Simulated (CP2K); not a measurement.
Consider 2-carboxyoxazole at its PBE geometry (Å).

```xyz
11

O     2.2285   -0.6833    1.1135
C     1.6829   -0.2425    0.1136
O     2.3237    0.1226   -1.0361
C     0.2288   -0.0338   -0.0039
N    -0.4868    0.3896   -1.0168
C    -1.7861    0.3853   -0.5401
C    -1.7901   -0.0458    0.7584
O    -0.4998   -0.3235    1.1231
H     3.2722   -0.0570   -0.8663
H    -2.6230    0.6904   -1.1590
H    -2.5503   -0.2020    1.5136
```

Method: CP2K XAS_TDP, all-electron GAPW, PBEh(45%), aug-cc-pVDZ, TDA, no relativity.

**Question.** Predict the bright core excitations at the C K edge.

Leading lines: C2 283.38 eV, C4 282.73 eV, C6 282.54 eV and C7 282.42 eV. The leading line of an atom is its first one with 35 % of the strongest within 2.5 eV of its lowest line over the strength cut. 

The first six lines of each atom with a strength over 0.0015:

| atom | energy (eV) | states | strength, one atom |
| --- | --- | --- | --- |
| C2 (bonded to C and 2 O) | 283.38 | 1 | 0.0640 |
|  | 288.43 | 1 | 0.0182 |
|  | 288.55 | 1 | 0.0041 |
|  | 289.43 | 1 | 0.0030 |
|  | 289.98 | 1 | 0.0032 |
|  | 290.07 | 1 | 0.0031 |
| C4 (bonded to C, N and O) | 282.73 | 1 | 0.0407 |
|  | 286.91 | 1 | 0.0182 |
|  | 287.44 | 1 | 0.0143 |
|  | 287.61 | 1 | 0.0109 |
|  | 287.84 | 1 | 0.0128 |
|  | 288.23 | 1 | 0.0065 |
| C6 (bonded to C, N and H) | 282.54 | 1 | 0.0474 |
|  | 283.29 | 1 | 0.0093 |
|  | 285.37 | 1 | 0.0112 |
|  | 286.30 | 1 | 0.0019 |
|  | 286.40 | 1 | 0.0029 |
|  | 286.86 | 1 | 0.0030 |
| C7 (bonded to C, O and H) | 282.42 | 1 | 0.0510 |
|  | 285.51 | 1 | 0.0066 |
|  | 286.12 | 1 | 0.0195 |
|  | 286.65 | 1 | 0.0184 |
|  | 287.31 | 1 | 0.0036 |
|  | 287.67 | 1 | 0.0022 |

Lines are vertical, at one geometry, with no vibrational structure. Without a correction of the core level, line positions, and the gaps between valence and Rydberg lines, follow the share of exact exchange. At this level such K lines come out 3 to 6 eV under measured ones. These values hold no scalar relativity, about 0.1 eV for C 1s. Rydberg lines, and the discretised continuum above threshold, depend on the basis and the box.

[Banner, clock and machine lines of the logs are left out without a mark of their own.]

[Logs are printed without paths, hosts, clocks, repeated set-up lines and the standing remarks that a program may print on its own settings, such as how far it seeks lower states.]

[Hosts, paths, dates, database ids (printed as entryN), source tags and the programs' standing remarks are cut or masked in the printed files.]
